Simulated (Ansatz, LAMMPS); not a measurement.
# Glassy Na2Si4O9 (90 atoms): geometry optimisation, part 2 of 2

How does glassy Na2Si4O9 (90 atoms) relax, and what do bonds, charges and levels look like afterwards?

Ansatz 0.2.0; Kohn-Sham DFT, PBE, PAW (set soft_2), plane waves.

The cell: 12 Na, 54 O and 24 Si. The quench rate of 10 K/ps is orders of magnitude faster than experiment. The starting topology of bonds comes from the classical model. The Brillouin zone is sampled at Γ only, in a cell whose shortest periodic width is 11 Å.

So far, density (g/cm³): step 5 (local order after relaxation) 2.38.

### Step 6. Single point at the relaxed geometry

One more single point at the end of the walk gives the fuller output and checks the residual forces.

Input file input.yaml:

```yaml
crystal:
  lattice:
    - [10.8166, 0.0, 0.0]
    - [0.0, 10.8166, 0.0]
    - [0.0, 0.0, 10.8166]
  atoms:
    - { symbol: Na, position: [0.17431, 0.31354, 0.53737] }
    - { symbol: Na, position: [0.69354, 0.32583, 0.11449] }
    - { symbol: Na, position: [0.56783, 0.23941, 0.78709] }
    - { symbol: Na, position: [0.22146, 0.75251, 0.14939] }
    - { symbol: Na, position: [0.80711, 0.50578, 0.5999] }
    - { symbol: Na, position: [0.988, 0.49044, 0.10585] }
    - { symbol: Na, position: [0.61424, 0.69302, 0.66817] }
    - { symbol: Na, position: [0.02149, 0.49476, 0.37377] }
[... 78 atom lines left out ...]
    - { symbol: Si, position: [0.53826, 0.39227, 0.56066] }
    - { symbol: Si, position: [0.72193, 0.77308, 0.35323] }
    - { symbol: Si, position: [0.50494, 0.09485, 0.05019] }
    - { symbol: Si, position: [0.485, 0.1535, 0.48237] }
kpoints:
  mp_grid: { grid: [1, 1, 1] }
hamiltonian:
  xc: pbe
scf:
  occupations: { method: fixed }
output:
  forces: true
  stress: true
  populations: true
  dos:
    method: { smearing: { sigma: 0.08 } }
    de: 0.1
    projected: { site_lists: { Na: [Na], O: [O], Si: [Si] } }
  eigenvalues: true
  write_density: true
  write_potential: true
  volumetric_format: npy
  elf: true
```

On the command line:

```sh
ansatz run input.yaml --threads 4 --pin off --max-ram 8192MiB --backend cpu --events-out ev --progress --plain --runs-dir out
```

Run time: 19 s. Hardware: 4 threads of Arm Neoverse V2, shared host; peak memory 1.5 GiB.

Numbers from this run:

* free energy: -63832.5233 eV
* free energy per atom: -709.2503 eV/atom
* SCF cycles: 9
* pressure: -0.1338 GPa
* r.m.s. force component: 0.01192 eV/Å
* longest force: 0.04379 eV/Å
* Fermi energy: 3.248 eV
* gap (highest filled to lowest empty level): 3.459 eV
* spilling of the projection: 0.01084

Löwdin charges by element and coordination (they lack the spilled electrons, 0.064 e an atom on average):

```
element  coordination  atoms  mean charge (e)  spread   least    most
     Na           all     12            0.814  0.0122   0.790   0.839
     Na             3      3            0.813  0.0065   0.804   0.818
     Na             4      4            0.820  0.0123   0.808   0.839
     Na             5      2            0.820   0.003   0.817   0.823
     Na             6      3            0.803  0.0124   0.790   0.820
      O           all     54           -0.835  0.0667   -1.01  -0.769
      O             2     19           -0.795  0.0271  -0.905  -0.769
      O             3     29           -0.838  0.0557  -0.956  -0.785
      O             4      6           -0.950   0.068   -1.01  -0.803
     Si           all     24             1.71  0.0517    1.62    1.79
```

States in the cell by windows of 1 eV, zero at the Fermi level; the larger projections on atomic orbitals stand beside the total:

```
from (eV)  to (eV)  total   O p  Si p   O s
      -18      -17    0.2   0.0   0.0   0.1
      -17      -16   20.2   0.5   2.5  15.6
      -16      -15    3.6   0.1   0.5   2.9
      -15      -11    0.0   0.0   0.0   0.0
      -11      -10    7.1   4.6   0.3   0.3
      -10       -9   10.9   7.3   0.7   0.5
       -9       -8   12.1   8.4   1.3   0.6
       -8       -7   23.8  17.6   3.9   0.6
       -7       -6   25.9  20.1   5.1   0.2
       -6       -5    9.7   7.7   1.4   0.4
       -5       -4   52.4  44.0   4.3   2.2
       -4       -3   59.1  53.3   2.6   1.4
       -3       -2   61.7  57.8   1.4   0.9
       -2       -1   30.6  28.7   0.7   0.3
       -1        0   30.3  28.5   1.0   0.1
        0        1    0.5   0.5   0.0   0.0
        1        3    0.0   0.0   0.0   0.0
        3        4    2.0   0.0   0.0   0.5
        4        5    1.9   0.2   0.3   0.3
```

The curve was stored every 0.10 eV, coarse against its broadening of 0.08 eV, so these counts are rough.

With fixed occupations the program's Fermi level is the highest filled level; weight inside the gap is the broadening of levels at its edges.

Between -26 and -18 eV lie 156 more states.

The stored curve holds about 504 of the 528 electrons; the rest, give or take the few that broadening carries across the Fermi level, lie in deeper levels below its range.

The levels nearest the highest filled one (over half full), pooled over k-points and spins:

```
level less the highest filled one (eV)  occupation
                                -0.447           2
                                -0.344           2
                                -0.302           2
                                -0.177           2
                               -0.0843           2
                                     0           2
                                  3.46           0
                                  4.98           0
                                  5.11           0
                                  5.20           0
                                  5.37           0
                                  5.51           0
```

ELF in the ac plane at fractional y = 0.168, with atoms of Na and O and Si within 0.2 Å of it. It is the smooth field of the valence electrons, not physical close to the nuclei.

Ten even steps from '0' (0.00) to '9' (0.84), each cell a mean:
```
622567620123213797699500279999
411234310000002589996200037887
100011100000000134541024322444
000000000000000000000489874110
000000000000000034102797797300
000000000000010023102897797300
012320001001465300001699996200
357763001003899962000134431000
689997100015999985100012100002
699998400015899984100266640002
379987300013688862000364650001
136763100012222222331156621553
632321000244311136886101117998
952110001577631168999500059858
841011000488741148997300048868
410000121147630025663123225997
111000566202210001222478852343
887301666400000000114898995147
789710354101100122115997995389
569720000268630111002799962379
998410003899973111000257520148
653233104985895234431000000114
121577413897884379886200036664
412688621588753698799510279999
```
Columns run along a (10.8 Å), rows up along c (10.8 Å). Atoms in or near the plane, at fractional coordinates: Na at (0.78, 0.56), O at (0.02, 0.19), O at (0.94, 0.41), O at (0.60, 0.99), O at (0.79, 0.78), O at (0.37, 0.09), Si at (0.04, 0.04), Si at (0.48, 0.48).

Valence density in the ac plane at fractional y = 0.168, with atoms of Na and O and Si within 0.2 Å of it. It is the smooth field of the valence electrons, not physical close to the nuclei.

Ten steps, logarithmic in the rise over the least value, from '_' (0 e/Å³) to '@' (14 e/Å³), each cell a mean:
```
--::::::::::....____..........--++##%%**--..______::==****==
............__________________..--++++==::..______..--====--
________________________________..::::....__....::..::::....
________________________________......____..--++++--::..____
______________________________..::--..__..--++####++--..____
______________________________..::::..__..--**####++--..____
________________________............______..--++++--..______
__....::..______....__..::======::..________........________
..::====--::__________..--**##**--..________..::..__________
..--++**==::..________..--++**++--..______::++%%**--________
..--==++--::__________..::--==--::..______--%%@@%%==..______
..::::::::..__________..::::::::::::......::++##**::....::::
--::......__________..::::::....::------::..........--==++++
==::..____________..::----::::::--==++==--..______..==##%%##
==::..____________..::----::....::--====::..______::==**##**
::..________..::::....::::..____....::::..........::--==++==
::..______..++##**--..______________......::--==----::::::::
====::..__..**%%##--__________________..::==**##**==--::::--
####++::____--====..__________________..::==**##**==::::--**
%%##++--..______....::::::..____________..::==++==--..::--**
****==::..______..--++**++--........______....::....__..::==
----::::........::==##%%##++::::::::....______________....::
::....::--::....::==**##**==--::--====--..__________..::----
--..::------::....::--==--::::--++####**--..______..--++++==
```
Columns run along a (10.8 Å), rows up along c (10.8 Å). Atoms in or near the plane, at fractional coordinates: Na at (0.78, 0.56), O at (0.02, 0.19), O at (0.94, 0.41), O at (0.60, 0.99), O at (0.79, 0.78), O at (0.37, 0.09), Si at (0.04, 0.04), Si at (0.48, 0.48).

Mean Löwdin charges: Na +0.81, O -0.84, Si +1.71 e (they miss 1.1 % of the electrons, so they add up to more than the cell's charge).

A closer look about Na12, one of the 12 Na atoms: 11 atoms, nearest first, numbered in the order of the input, with positions taken from that point.

```
atom      x      y      z  distance (Å)  bonds  Löwdin charge (e)
Na12   0.00   0.00   0.00          0.00      6               0.82
 O26  -0.37   1.95   0.91          2.19      4              -1.01
 O41   1.39  -1.25   1.34          2.30      3              -0.83
 O53  -1.06  -1.83   0.98          2.33      3              -0.82
 O54   1.36  -0.38  -2.01          2.46      3              -0.81
 O40  -2.46  -0.41  -0.88          2.64      3              -0.80
 O23   0.77   2.14  -1.48          2.71      3              -0.79
Si69   0.64   0.97  -2.59          2.84      4               1.72
Si82   0.40  -2.59   1.25          2.90      4               1.66
 O31  -0.93   0.47  -2.82          3.01      2              -0.80
Si78   0.14   3.04  -0.14          3.05      4               1.62
```

The column of bonds counts only the pairs O-Si within 2.08 Å, O-Na within 2.88 Å; other neighbours, such as metal atoms beside each other in a compound, aren't counted, and periodic images can show an atom twice.

### Step 7. Other settings

Changed here: basis.ecutrho_ratio = 12, hamiltonian.pseudopotentials.kind = "nc" and total_charge = -1.

This step: Kohn-Sham DFT, PBE, norm-conserving pseudopotentials, plane waves (Ansatz 0.2.0).

Input file input.yaml:

```yaml
crystal:
  lattice:
    - [10.8166, 0.0, 0.0]
    - [0.0, 10.8166, 0.0]
    - [0.0, 0.0, 10.8166]
  atoms:
    [... the 90 atom lines of step 3 ...]
kpoints:
  mp_grid: { grid: [1, 1, 1] }
hamiltonian:
  xc: pbe
  pseudopotentials: { kind: nc }
scf:
  occupations: { method: fixed }
output:
  forces: true
  stress: true
  populations: true
  dos:
    method: { smearing: { sigma: 0.1 } }
    de: 0.1
    projected: { site_lists: { Na: [Na], O: [O], Si: [Si] } }
  eigenvalues: true
basis:
  ecutrho_ratio: 12
total_charge: -1
```

It took 0.04 s on 4 threads; peak memory 0.047 GiB.

The program refused the input before any cycle.

The program's message: “Error: inconsistent input (scf.occupations.method, magnetization): a σ = 0 step fill (method: fixed, or a smearing width below the step floor) cannot realise an odd electron count (529) without a lock …”

Runs without a result: basis.ecutrho_ratio = 12, hamiltonian.pseudopotentials.kind = "nc" and total_charge = -1 (refused).

### Step 8. Results

```json
{
 "energy change in the relaxation": "-85.08 meV/atom",
 "r.m.s. displacement": "0.303 Å",
 "largest displacement": "0.817 Å",
 "free energy per atom": "-709.2503 eV/atom",
 "pressure": "-0.1338 GPa",
 "r.m.s. force component": "0.01192 eV/Å",
 "gap (highest filled to lowest empty level)": "3.459 eV",
 "wall time of the 3 DFT runs": "2 min"
}
```

Relaxation lowers the energy by 85.1 meV/atom and moves atoms by 0.30 Å r.m.s.; the r.m.s. force component goes from 1.3 to 0.012 eV/Å, the pressure goes from 5.0 to -0.13 GPa, and the gap from 2.87 to 3.46 eV. By the final cutoffs 3 of 145 bonded pairs parted and 7 joined. First to last step the energy falls by 7.657 eV; the largest move, 0.82 Å, is that of Na11. The O-Na bonds change most in mean length: from 2.442 Å (spread 0.213) to 2.396 Å (spread 0.155), and their number from 49 to 53. Counting bonds as in the table, 33 % of Na atoms have 4, 54 % of O atoms have 3 and all Si atoms have 4 bonded neighbours. 78 % of the oxygens bridge two formers (Si) and 22 % are non-bridging. The highest filled and lowest empty levels differ by 3.46 eV (at Γ alone); a semilocal functional tends to put such gaps too low. In a disordered cell it changes from sample to sample, and tail or defect levels can set it.

**Limits.** The starting topology of bonds comes from the classical model; in DFT 3 of its 145 bonded pairs passed out of the cutoffs and 7 came within them.

Against the measurements quoted at the start:

```
              quantity  measured  this cell  difference  method of the measurement
 nearest Na–O distance   2.425 Å     2.29 Å      -5.6 %        neutron diffraction
nearest Si–Na distance     3.8 Å     3.42 Å     -10.0 %             Na K-edge XAFS
nearest Na–Na distance     3.2 Å     3.04 Å      -5.0 %             Na K-edge XAFS
```

The cell differs from the measured distances by up to 10.0 %. Distances of this cell are positions of the first main peak of g(r), or bond means where the peak is narrow; means over all bonds within a cutoff lie farther out for broad shells. The network comes from the model that made the cell; in DFT 3 of its 145 bonded pairs passed out of the cutoffs and 7 came within them.

[Logs are printed without paths, hosts, clocks, repeated set-up lines and the standing remarks that a program may print on its own settings, such as how far it seeks lower states.]

[Hosts, paths, dates, database ids (printed as entryN), source tags and the programs' standing remarks are cut or masked in the printed files.]
